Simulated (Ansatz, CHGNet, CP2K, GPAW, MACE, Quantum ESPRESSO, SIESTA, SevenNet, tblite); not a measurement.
**P6_3/mmc (COD entry) Sr2MgAl3, size series (48 atoms) in SIESTA**

How do the settings of SIESTA change the result for P6_3/mmc (COD entry) Sr2MgAl3, size series (48 atoms)? A plane-wave run serves as the yardstick.

Method: the method is named at each step, in SIESTA 5.4.2.

**1. The structure**

The cell holds 48 atoms: 16 Sr, 8 Mg and 24 Al. Cell: a = 12.740 Å, b = 12.740 Å, c = 10.140 Å, α = 90.0°, β = 90.0°, γ = 120.0°. It derives from Sr2MgAl3 (P6_3/mmc (measured, COD)), repeated 2×2×1. P6_3/mmc (COD entry) Sr2MgAl3 (cell 6.37, 6.37, 10.14, 90, 90, 120), 2 x 2 x 1 conventional cells; every coordinate displaced by a Gaussian of 0.08 Å. Then every atom was moved at random, 0.05 Å r.m.s. a Cartesian component.

The yardstick, on the same geometry:

```
method                 : Kohn-Sham DFT, PBE, PAW, plane waves (Ansatz 0.2.0); cutoff 420 eV, Γ point, fermi-dirac smearing of 0.05 eV; PAW set soft_2
r.m.s. force component : 0.2045 eV/Å
longest force          : 0.65 eV/Å
pressure               : -4.074 GPa
SCF cycles             : 9
time                   : 6 s on 8 threads of Arm Neoverse V1, shared host
CPU time               : 42 s
```

**2. PBE, DZP, shift 0.01 Ry, mesh 500 Ry**

Method: Kohn-Sham DFT, PBE, PseudoDojo 0.4.1 norm-conserving pseudopotentials (converted to PSML), numerical atomic orbitals (DZP), diagonalisation.

The .psml files are PseudoDojo norm-conserving potentials that we converted to this format, checked against plane waves on the same files for H, C, O, Si, Ge and Ca alone.

The input, input.fdf:

```
SystemLabel cell
NumberOfAtoms 48
NumberOfSpecies 3
%block ChemicalSpeciesLabel
  1 38 Sr
  2 12 Mg
  3 13 Al
%endblock ChemicalSpeciesLabel
LatticeConstant 1.0 Ang
%block LatticeVectors
  12.73980 0.00000 0.00000
  -6.36990 11.03299 0.00000
  0.00000 0.00000 10.14000
%endblock LatticeVectors
PAO.BasisSize DZP
PAO.EnergyShift 0.01 Ry
XC.Functional GGA
XC.Authors PBE
MeshCutoff 500 Ry
%block kgrid_Monkhorst_Pack
  1 0 0 0.0
  0 1 0 0.0
  0 0 1 0.0
%endblock kgrid_Monkhorst_Pack
SolutionMethod diagon
OccupationFunction FD
ElectronicTemperature 580 K
SCF.Mixer.Method Pulay
SCF.Mixer.Weight 0.05
SCF.Mixer.History 8
SCF.Mix Hamiltonian
MaxSCFIterations 300
SCF.DM.Tolerance 1e-04
SCF.H.Tolerance 1.0e-3 eV
WriteForces T
Write.HirshfeldPop T
Write.VoronoiPop T
Write.DM F
Write.H F
XML.Write F
AtomicCoordinatesFormat Fractional
%block AtomicCoordinatesAndAtomicSpecies
  0.15814 0.32096 0.05614 1
  0.33857 0.16790 0.55574 1
  0.33623 0.16397 0.93315 1
  0.17735 0.33430 0.43491 1
  0.98718 0.98241 0.99620 2
  0.99618 0.99893 0.51338 2
  0.42047 0.32677 0.24321 3
  0.15617 0.07101 0.24075 3
  0.41147 0.08304 0.25327 3
  0.08140 0.16337 0.73382 3
  0.32377 0.40009 0.74597 3
  0.07739 0.42627 0.77064 3
  0.16329 0.82030 0.05371 1
  0.33974 0.67770 0.55248 1
  0.33710 0.66565 0.95561 1
  0.17096 0.83408 0.43269 1
  0.01665 0.51217 0.99894 2
  0.01496 0.49677 0.50169 2
  0.42605 0.82713 0.25080 3
  0.16089 0.57499 0.24506 3
  0.41815 0.58169 0.26356 3
  0.08887 0.67353 0.74091 3
  0.32608 0.91165 0.75627 3
  0.09125 0.91069 0.74522 3
  0.67907 0.34277 0.05470 1
  0.83186 0.16500 0.55328 1
  0.82870 0.15578 0.94475 1
  0.66431 0.32354 0.43813 1
  0.50565 0.00284 0.99084 2
  0.50872 0.00624 0.48408 2
  0.90125 0.32779 0.25686 3
  0.67170 0.06110 0.24138 3
  0.91452 0.08483 0.26375 3
  0.58630 0.16097 0.75168 3
  0.82835 0.40995 0.73050 3
  0.58360 0.40635 0.76106 3
  0.67043 0.83223 0.05264 1
  0.82120 0.67403 0.55360 1
  0.83554 0.65224 0.93776 1
  0.66615 0.83569 0.45065 1
  0.49253 0.49142 0.99429 2
  0.49330 0.49768 0.49678 2
  0.92931 0.83400 0.26554 3
  0.66853 0.57349 0.24851 3
  0.91141 0.59075 0.26363 3
  0.59761 0.66693 0.75474 3
  0.82516 0.91628 0.74972 3
  0.58421 0.91468 0.73541 3
%endblock AtomicCoordinatesAndAtomicSpecies
```

On the command line:

```console
> OMP_NUM_THREADS=1 siesta < input.fdf > output.txt
```

The log of the run:

```text
Version         : 5.4.2
reinit: System Name:
reinit: System Label: cell
initatom: Reading input for the pseudopotentials and atomic orbitals ----------
Species number:   1 Atomic number:   38 Label: Sr
Species number:   2 Atomic number:   12 Label: Mg
Species number:   3 Atomic number:   13 Label: Al
Ground state valence configuration (from tables):   5s02  5p00  4d00  4f00
Ground state valence configuration (from tables):   3s02  3p00  3d00  4f00
Ground state valence configuration (from tables):   3s02  3p01  3d00  4f00
---- Processing specs for species: Sr
GGA--PBE XC_GGA_X_PBE--XC_GGA_C_PBE pb
Semicore shell(s) with  8 electrons included in the valence for Sr
---- Processing specs for species: Mg
GGA--PBE XC_GGA_X_PBE--XC_GGA_C_PBE pb
Semicore shell(s) with  8 electrons included in the valence for Mg
---- Processing specs for species: Al
GGA--PBE XC_GGA_X_PBE--XC_GGA_C_PBE pb
Semicore shell(s): 4s 4p
Fallback to non-perturbative polarization scheme for Sr
Please see the manual if this is not desired in principle
Semicore shell(s): 2s 2p
Fallback to non-perturbative polarization scheme for Mg
Please see the manual if this is not desired in principle
Mg pseudopotential only contains V_ls up to l=1 -- lmxkb reset.
Al pseudopotential only contains V_ls up to l=2 -- lmxkb reset.
Using PAO.SplitTailNorm
%block ChemicalSpeciesLabel
    1   38 Sr                      # Species index, atomic number, species label
    2   12 Mg                      # Species index, atomic number, species label
    3   13 Al                      # Species index, atomic number, species label
%endblock ChemicalSpeciesLabel
%block PAO.Basis                 # Define Basis set
Sr                    4                    # Species label, number of l-shells
 n=4   0   1                         # n, l, Nzeta
   3.511
   1.000
 n=5   0   2                         # n, l, Nzeta
   8.826      6.762
   1.000      1.000
 n=4   1   1                         # n, l, Nzeta
   4.114
[...]
Mg                    4                    # Species label, number of l-shells
[...]
7.124      5.248
[...]
n=3   1   1                         # n, l, Nzeta
   7.124
   1.000
Al                    2                    # Species label, number of l-shells
 n=3   0   2                         # n, l, Nzeta
[...]
n=3   1   2 P   1                   # n, l, Nzeta, Polarization, NzetaPol
   7.969      5.883
   1.000      1.000
%endblock PAO.Basis
coor:   Atomic-coordinates input format  =     Fractional
siesta: System type = bulk
initatomlists: Number of atoms, orbitals, and projectors:     48   528   784
siesta: ******************** Simulation parameters ****************************
Total number of electrons:   312.000000
Total ionic charge:   312.000000
 Kpoints in:            1 . Kpoints trimmed:            1
siesta: k-grid: Number of k-points = 1
siesta: k-points from Monkhorst-Pack grid
siesta: k-cutoff (effective) =     5.070 Ang
siesta: k-point supercell and displacements
siesta: k-grid:     1     0     0      0.000
siesta: k-grid:     0     1     0      0.000
siesta: k-grid:     0     0     1      0.000
                     ====================================
                        Single-point calculation
                     ====================================
outcell: Unit cell vectors (Ang):
       12.739800    0.000000    0.000000
       -6.369900   11.032990    0.000000
        0.000000    0.000000   10.140000
outcell: Cell vector modules (Ang)   :   12.739800   12.739800   10.140000
outcell: Cell angles (23,13,12) (deg):     90.0000     90.0000    120.0000
outcell: Cell volume (Ang**3)        :   1425.2590
Gamma-point calculation with multiply-connected orbital pairs
Gamma-point calculation with multiply-connected orbital pairs
Folding of H and S implicitly performed
Folding of H and S implicitly performed
new_DM -- step:     1
Initializing Density Matrix...
Attempting to read DM from file... Failed...
DM filled with atomic data:
InitMesh: MESH = 150 x 150 x 144 = 3240000
InitMesh: Mesh cutoff (required, used) =   500.000   510.855 Ry
stepf: Fermi-Dirac step function
        iscf     Eharris(eV)        E_KS(eV)     FreeEng(eV)     dDmax    Ef(eV) dHmax(eV)
   scf:    1   -29222.732279   -29309.733297   -29310.070662  1.840721 -3.221703  4.789594
   scf:    2   -29311.812517   -29310.862462   -29311.199484  0.192234 -3.212130  3.602480
   scf:    3   -29313.378322   -29312.179935   -29312.497989  0.132213 -3.191596  3.122490
[...]
scf:   17   -29314.512133   -29314.512119   -29314.789574  0.000310 -3.146638  0.001050
   scf:   18   -29314.512104   -29314.512111   -29314.789574  0.000047 -3.146656  0.000942
SCF Convergence by DM+H criterion
max |DM_out - DM_in|         :     0.0000465277
max |H_out - H_in|      (eV) :     0.0009422284
SCF cycle converged after 18 iterations
Using DM_out to compute the final energy and forces
siesta: E_KS(eV) =           -29314.5121
siesta: E_KS - E_eggbox =    -29314.5121
siesta: Atomic forces (eV/Ang):
     1    0.098024    0.117998    0.168793
     2   -0.075862   -0.248375    0.167003
     3   -0.158365   -0.229261    0.192591
[...]
47    0.364777    0.110079    0.251497
    48   -0.299607    0.343206    0.264772
----------------------------------------
   Tot   -0.010730    0.041604    0.006877
----------------------------------------
   Max    0.808161
   Res    0.342862    sqrt( Sum f_i^2 / 3N )
----------------------------------------
   Max    0.808161    constrained
Stress tensor Voigt[x,y,z,yz,xz,xy] (kbar):       35.83       38.24      -72.38        0.75        0.36        0.76
(Free)E + p*V (eV/cell)   -29315.2885
Target enthalpy (eV/cell)   -29314.7896
siesta: Program's energy decomposition (eV):
siesta: Ebs     =     -7808.670639
siesta: Eions   =     45439.268514
siesta: Ena     =     11463.043876
siesta: Ekin    =     11764.028445
siesta: Enl     =     -1474.119546
siesta: DEna    =       364.371523
siesta: DUscf   =         9.478727
siesta: Ex      =     -5546.779572
siesta: Ec      =      -455.267051
siesta: Exc     =     -6002.046624
siesta: Eharris =    -29314.512104
siesta: Etot    =    -29314.512111
siesta: FreeEng =    -29314.789574
siesta: Final energy (eV):
siesta:  Band Struct. =   -7808.670639
siesta:       Kinetic =   11764.028445
siesta:       Hartree =    8499.626685
siesta:         Exch. =   -5546.779572
siesta:         Corr. =    -455.267051
siesta:   Exch.-corr. =   -6002.046624
siesta:  Ion-electron =  -31033.894713
siesta:       Ion-ion =  -12542.225904
siesta:         Total =  -29314.512111
siesta:         Fermi =      -3.146656
siesta: Stress tensor (static) (eV/Ang**3):
siesta:     0.022362    0.000475    0.000223
siesta:     0.000475    0.023866    0.000467
siesta:     0.000224    0.000467   -0.045177
siesta: Cell volume =       1425.258992 Ang**3
siesta: Pressure (static):
siesta:                Solid            Molecule  Units
siesta:          -0.00000381         -0.00007346  Ry/Bohr**3
siesta:          -0.00035007         -0.00674477  eV/Ang**3
siesta:          -0.56087574        -10.80631368  kBar
    Orbital volume contribution        =          56.375805 eV
    (Free)E + p_basis*V_orbitals       =      -29258.413769 eV
    (Free)Eharris+ p_basis*V_orbitals  =      -29258.413762 eV
Hirshfeld Atomic Populations:
Atom #   charge [q] valence [e]  Species
     1     0.148735    9.851265  Sr
     2     0.151411    9.848589  Sr
     3     0.148401    9.851599  Sr
[...]
5     0.039736    9.960264  Mg
     6     0.043537    9.956463  Mg
     7    -0.110314    3.110314  Al
     8    -0.112789    3.112789  Al
     9    -0.110743    3.110743  Al
[...]
17     0.022128    9.977872  Mg
[...]
39     0.149184    9.850816  Sr
    40     0.149813    9.850187  Sr
    41     0.040893    9.959107  Mg
    42     0.037327    9.962673  Mg
[...]
47    -0.117549    3.117549  Al
    48    -0.116400    3.116400  Al
--------------------
 Total     0.000002
```

Run time: 7.2 min. Hardware: 1 thread of Arm Neoverse V1, shared host; peak memory 1.8 GiB.

Banners and routine set-up lines are dropped from the logs; longer cuts are marked.

Against the reference:

```
r.m.s. force component                  : 0.3429 eV/Å
r.m.s. difference of force components   : 163.8 meV/Å
longest difference of force vectors     : 444.1 meV/Å
force difference over r.m.s. force      : 80.09 %
slope of forces against the reference's : 1.584
correlation of force components         : 0.9451
pressure                                : -0.0561 GPa
pressure difference                     : 4.018 GPa
```

This run lies far from the reference at the same functional.

Length of the force difference by element (eV/Å):

| element | atoms | mean | most |
| --- | --- | --- | --- |
| Al | 24 | 0.32 | 0.39 |
| Mg | 8 | 0.18 | 0.31 |
| Sr | 16 | 0.25 | 0.44 |

Local excerpt of 17 atoms (numbers count through the whole input) about Sr38, which bears the longest force; x, y, z are measured from there.

| atom | x | y | z | distance (Å) | bonds | Hirshfeld charge (e) | Fx | Fy | Fz (eV/Å) |
| --- | --- | --- | --- | --- | --- | --- | --- | --- | --- |
| Sr38 | 0.00 | 0.00 | 0.00 | 0.00 | 16 | 0.15 | 0.81 | -0.50 | 0.51 |
| Al43 | 0.36 | 1.76 | -2.92 | 3.43 | 12 | -0.11 | -0.27 | 0.49 | -0.32 |
| Al46 | -2.80 | -0.08 | 2.04 | 3.47 | 12 | -0.11 | -0.52 | -0.46 | -0.04 |
| Al45 | 1.68 | -0.92 | -2.94 | 3.51 | 12 | -0.10 | 0.58 | -0.21 | -0.25 |
| Al44 | -1.30 | -1.11 | -3.09 | 3.54 | 12 | -0.11 | -0.55 | -0.07 | -0.11 |
| Mg6 | 0.16 | 3.58 | -0.41 | 3.61 | 12 | 0.04 | 0.20 | -0.04 | -0.51 |
| Sr40 | -3.01 | 1.78 | -1.04 | 3.65 | 16 | 0.15 | 0.17 | -0.15 | -0.78 |
| Al47 | -1.49 | 2.67 | 1.99 | 3.65 | 12 | -0.12 | 0.36 | 0.11 | 0.25 |
| Mg42 | -3.05 | -1.95 | -0.58 | 3.67 | 12 | 0.04 | 0.41 | 0.00 | 0.34 |
| Al24 | 1.93 | 2.61 | 1.94 | 3.79 | 12 | -0.11 | -0.32 | 0.24 | 0.10 |
| Al35 | 1.77 | -2.91 | 1.79 | 3.85 | 12 | -0.10 | 0.51 | 0.33 | 0.24 |
| Al36 | -1.32 | -2.95 | 2.10 | 3.86 | 12 | -0.11 | -0.40 | 0.36 | -0.49 |
| Al22 | 3.41 | -0.01 | 1.90 | 3.91 | 12 | -0.10 | 0.05 | -0.54 | -0.16 |
| Sr39 | 0.32 | -0.24 | 3.90 | 3.92 | 16 | 0.15 | -0.34 | 0.62 | -0.18 |
| Sr28 | 0.23 | -3.87 | -1.17 | 4.05 | 16 | 0.14 | -0.16 | 0.44 | -0.18 |
| Sr16 | 3.44 | 1.77 | -1.23 | 4.05 | 16 | 0.15 | -0.13 | -0.08 | 0.06 |
| Mg18 | 3.60 | -1.96 | -0.53 | 4.13 | 12 | 0.05 | -0.49 | 0.15 | -0.02 |

Forces lie 80 % from the reference's, at 10 times its CPU time (on 1 against 8 cores).

**3. PBE, SZP, shift 0.01 Ry, mesh 500 Ry**

Method: Kohn-Sham DFT, PBE, PseudoDojo 0.4.1 norm-conserving pseudopotentials (converted to PSML), numerical atomic orbitals (SZP), diagonalisation.

Changes to input.fdf since step 2:

```diff
@@ -14,3 +14,3 @@
 %endblock LatticeVectors
-PAO.BasisSize DZP
+PAO.BasisSize SZP
 PAO.EnergyShift 0.01 Ry
```

The log of the run:

```text
Version         : 5.4.2
reinit: System Name:
reinit: System Label: cell
initatom: Reading input for the pseudopotentials and atomic orbitals ----------
Species number:   1 Atomic number:   38 Label: Sr
Species number:   2 Atomic number:   12 Label: Mg
Species number:   3 Atomic number:   13 Label: Al
Ground state valence configuration (from tables):   5s02  5p00  4d00  4f00
Ground state valence configuration (from tables):   3s02  3p00  3d00  4f00
Ground state valence configuration (from tables):   3s02  3p01  3d00  4f00
---- Processing specs for species: Sr
GGA--PBE XC_GGA_X_PBE--XC_GGA_C_PBE pb
Semicore shell(s) with  8 electrons included in the valence for Sr
---- Processing specs for species: Mg
GGA--PBE XC_GGA_X_PBE--XC_GGA_C_PBE pb
[... lines left out ...]
Total number of electrons:   312.000000
[... lines left out ...]
stepf: Fermi-Dirac step function
        iscf     Eharris(eV)        E_KS(eV)     FreeEng(eV)     dDmax    Ef(eV) dHmax(eV)
[... lines left out ...]
SCF Convergence by DM+H criterion
[... lines left out ...]
SCF cycle converged after 21 iterations
[... lines left out ...]
   Max    0.838904
[... lines left out ...]
   Max    0.838904    constrained
Stress tensor Voigt[x,y,z,yz,xz,xy] (kbar):       26.67       29.23      -75.87        0.91       -0.05        0.97
[... lines left out ...]
siesta: Ex      =     -5550.384771
siesta: Ec      =      -455.026155
siesta: Exc     =     -6005.410925
siesta: Eharris =    -29309.441301
siesta: Etot    =    -29309.441299
siesta: FreeEng =    -29309.735053
siesta: Final energy (eV):
siesta:  Band Struct. =   -7797.084375
siesta:       Kinetic =   11778.977353
siesta:       Hartree =    8506.794861
siesta:         Exch. =   -5550.384771
siesta:         Corr. =    -455.026155
siesta:   Exch.-corr. =   -6005.410925
siesta:  Ion-electron =  -31047.576684
siesta:       Ion-ion =  -12542.225904
siesta:         Total =  -29309.441299
siesta:         Fermi =      -3.011756
siesta: Stress tensor (static) (eV/Ang**3):
siesta:     0.016648    0.000603   -0.000033
siesta:     0.000603    0.018243    0.000568
siesta:    -0.000033    0.000568   -0.047355
siesta: Cell volume =       1425.258992 Ang**3
siesta: Pressure (static):
siesta:                Solid            Molecule  Units
siesta:           0.00004525         -0.00003347  Ry/Bohr**3
siesta:           0.00415496         -0.00307264  eV/Ang**3
siesta:           6.65697272         -4.92290771  kBar
    Orbital volume contribution        =          46.221882 eV
    (Free)E + p_basis*V_orbitals       =      -29263.513170 eV
    (Free)Eharris+ p_basis*V_orbitals  =      -29263.513172 eV
Hirshfeld Atomic Populations:
Atom #   charge [q] valence [e]  Species
     1     0.182513    9.817487  Sr
     2     0.185613    9.814387  Sr
     3     0.181135    9.818865  Sr
[...]
5     0.029523    9.970477  Mg
     6     0.034896    9.965104  Mg
     7    -0.129822    3.129822  Al
     8    -0.131349    3.131349  Al
     9    -0.129088    3.129088  Al
[...]
17     0.011583    9.988417  Mg
[...]
39     0.182439    9.817561  Sr
    40     0.183263    9.816737  Sr
    41     0.032748    9.967252  Mg
    42     0.027609    9.972391  Mg
[...]
47    -0.135791    3.135791  Al
    48    -0.135764    3.135764  Al
--------------------
 Total     0.000010
```

It took 6.7 min on 1 thread; peak memory 1.6 GiB.

Numbers from this run, and their distance from the reference:

```yaml
r_m_s_force_component: 0.3397 eV/Å
r_m_s_difference_of_force_components: 166.9 meV/Å
longest_difference_of_force_vectors: 470.5 meV/Å
force_difference_over_r_m_s_force: 81.59 %
slope_of_forces_against_the_reference_s: 1.546
correlation_of_force_components: 0.9311
pressure: 0.6657 GPa
pressure_difference: 4.74 GPa
```

This is a coarse setting, run to see what it loses.

Against the first run (80 %), the force difference from the reference is 82 %, at 0.92 times the CPU time, with 408 basis functions against 528.

**4. PBE, DZ, shift 0.01 Ry, mesh 500 Ry**

Method: Kohn-Sham DFT, PBE, PseudoDojo 0.4.1 norm-conserving pseudopotentials (converted to PSML), numerical atomic orbitals (DZ), diagonalisation.

Changes to input.fdf since step 3:

```diff
@@ -14,3 +14,3 @@
 %endblock LatticeVectors
-PAO.BasisSize SZP
+PAO.BasisSize DZ
 PAO.EnergyShift 0.01 Ry
```

The log of the run:

```text
Version         : 5.4.2
reinit: System Name:
reinit: System Label: cell
initatom: Reading input for the pseudopotentials and atomic orbitals ----------
Species number:   1 Atomic number:   38 Label: Sr
Species number:   2 Atomic number:   12 Label: Mg
Species number:   3 Atomic number:   13 Label: Al
Ground state valence configuration (from tables):   5s02  5p00  4d00  4f00
[... lines left out ...]
        iscf     Eharris(eV)        E_KS(eV)     FreeEng(eV)     dDmax    Ef(eV) dHmax(eV)
[... lines left out ...]
SCF Convergence by DM+H criterion
[... lines left out ...]
SCF cycle converged after 18 iterations
[... lines left out ...]
   Max    1.014442
[... lines left out ...]
   Max    1.014442    constrained
Stress tensor Voigt[x,y,z,yz,xz,xy] (kbar):       32.98       35.15      -71.72        1.11        0.28        0.41
[... lines left out ...]
siesta: FreeEng =    -29300.527536
[... lines left out ...]
siesta:         Fermi =      -2.887876
[... lines left out ...]
siesta:           1.19864510         -7.46618051  kBar
    Orbital volume contribution        =          36.199994 eV
    (Free)E + p_basis*V_orbitals       =      -29264.327542 eV
    (Free)Eharris+ p_basis*V_orbitals  =      -29264.327541 eV
Hirshfeld Atomic Populations:
Atom #   charge [q] valence [e]  Species
     1     0.151094    9.848906  Sr
     2     0.152794    9.847206  Sr
     3     0.146082    9.853918  Sr
[...]
5     0.098253    9.901747  Mg
     6     0.104949    9.895051  Mg
     7    -0.131319    3.131319  Al
     8    -0.128240    3.128240  Al
     9    -0.132816    3.132816  Al
[...]
17     0.090464    9.909536  Mg
[...]
39     0.154312    9.845688  Sr
    40     0.154017    9.845983  Sr
    41     0.100500    9.899500  Mg
    42     0.098256    9.901744  Mg
[...]
47    -0.140139    3.140139  Al
    48    -0.136986    3.136986  Al
--------------------
 Total     0.000004
```

It took 2.8 min on 1 thread; peak memory 1.1 GiB.

Compared with the plane-wave run:

- r.m.s. force component: 0.4175 eV/Å
- r.m.s. difference of force components: 229.8 meV/Å
- longest difference of force vectors: 657.5 meV/Å
- force difference over r.m.s. force: 112.3 %
- slope of forces against the reference's: 1.953
- correlation of force components: 0.9566
- pressure: 0.1198 GPa
- pressure difference: 4.194 GPa

This is a coarse setting, run to see what it loses.

Against the first run (80 %), the force difference from the reference is 112 %, at 0.39 times the CPU time, with 336 basis functions against 528: the smaller basis costs accuracy.

(Continued in part 2 of 2.)

[Long decimals in the printed logs are rounded to 6 places.]

[Also dropped from logs without a mark: lines with file paths, logging warnings of Python, QE's lines on negative density and diagonalisation, SIESTA's first energy breakdown, zero terms and Voronoi charges.]

[Logs are printed without paths, hosts, clocks, repeated set-up lines and the standing remarks that a program may print on its own settings, such as how far it seeks lower states.]

[Hosts, paths, dates, database ids (printed as entryN), source tags and the programs' standing remarks are cut or masked in the printed files.]

[Most failed runs of this program on this cell are left out, timed-out ones always.]
